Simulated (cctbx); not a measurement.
## Interatomic vectors of Tb2AlPb6

Space group C2/m (no. 12), a = 9.4890 Å, b = 9.7740 Å, c = 12.1980 Å, α = 90.00°, β = 102.08°, γ = 90.00°, content Pb24 Tb8 Al4.

Simulated single-crystal data (cctbx): Cu Kα, λ = 1.54184 Å, to d = 0.8 Å, 80 % of the full sphere, strongest reflection 5000 counts, noise from counting, a 4 % proportional error and a noise floor of 8 counts (s.d.); no absorption, some extinction.

Patterson synthesis, origin scaled to 1000:

```text
Patterson group C 1 2/m 1
      u       v       w   height  length (A)
  0.000   0.000   0.000   1000.0     0.00
  0.000   0.500   0.000    294.9     4.89
  0.060   0.500   0.232    292.4     5.62
  0.210   0.219   0.003    287.8     2.93
  0.057   0.251   0.230    218.4     3.68
  0.166   0.500   0.683    210.7     6.63
  0.074   0.239   0.300    170.9     4.27
  0.110   0.000   0.456    162.3     5.45
  0.225   0.250   0.907    162.0     3.58
  0.140   0.243   0.546    159.5     6.41
  0.202   0.000   0.673    154.5     4.78
  0.128   0.000   0.701    142.4     4.08
  0.152   0.280   0.771    141.5     4.37
  0.203   0.500   0.788    141.1     6.03
```

**Question.** Which atom pairs make the peaks, and where is the heaviest atom?

A peak at u stands for all pairs with xi − xj = u, with weight Σ ZiZj against Σ Z² = 195852 at the origin. Peak heights follow these weights only roughly, since form factors, motion and series ripples differ, all vectors within 0.55 Å of a peak are counted as merged into it though the farther ones add only part of their weight, and F(000) is left out, which lowers the whole map:

| u | v | w | shortest length (Å) | height | 1000 ΣZiZj/ΣZ² | pairs in the cell |
| --- | --- | --- | --- | --- | --- | --- |
| 0.000 | 0.500 | 0.000 | 4.74 | 295 | 447 | 8 × Pb–Pb, 8 × Tb–Tb |
| 0.060 | 0.500 | 0.232 | 5.47 | 292 | 296 | 8 × Pb–Pb, 4 × Pb–Al |
| 0.210 | 0.219 | 0.003 | 2.92 | 288 | 275 | 8 × Pb–Pb |
| 0.057 | 0.251 | 0.230 | 3.68 | 218 | 435 | 16 × Pb–Tb |
| 0.166 | 0.500 | 0.683 | 4.46 | 211 | 383 | 8 × Pb–Pb, 4 × Tb–Tb, 4 × Pb–Al |
| 0.074 | 0.239 | 0.300 | 4.27 | 171 | 296 | 8 × Pb–Pb, 4 × Pb–Al |
| 0.110 | 0.000 | 0.456 | 5.44 | 162 | 275 | 8 × Pb–Pb |
| 0.225 | 0.250 | 0.907 | 3.58 | 162 | 235 | 8 × Pb–Tb, 4 × Tb–Al |
| 0.140 | 0.243 | 0.546 | 6.38 | 160 | 275 | 8 × Pb–Pb |
| 0.202 | 0.000 | 0.673 | 4.77 | 154 | 224 | 4 × Pb–Pb, 4 × Tb–Tb |

The table stops at ten peaks or at a height of 45, below which ripples compete. In the model behind the data Pb, the heaviest element, has 5 independent sites: (0.4874, 0, 0.1189), (0.0643, 0, 0.1124), (0.2830, 0.7795, 0.1174), (0.3635, 0, 0.4138) and (0.1484, 0, 0.5620), up to an allowed shift of origin; the Pb–Pb vectors are differences of these positions and their symmetry mates. The whole model:

```
atom  mult.       x       y       z  Ueq (Å²)
 Pb1      4  0.4874       0  0.1189    0.0077
 Pb2      4  0.0643       0  0.1124    0.0069
 Pb3      8  0.2830  0.7795  0.1174    0.0069
 Pb4      4  0.3635       0  0.4138    0.0130
 Pb5      4  0.1484       0  0.5620    0.0077
 Tb1      8  0.5823  0.2473  0.3320    0.0065
 Al1      4  0.7891       0  0.1974    0.0157
```

The model was made for the exercise: a known structure type with other elements put in, its volume estimated, not relaxed; displacement parameters are assumed.

[Logs are printed without paths, hosts, clocks, repeated set-up lines and the standing remarks that a program may print on its own settings, such as how far it seeks lower states.]
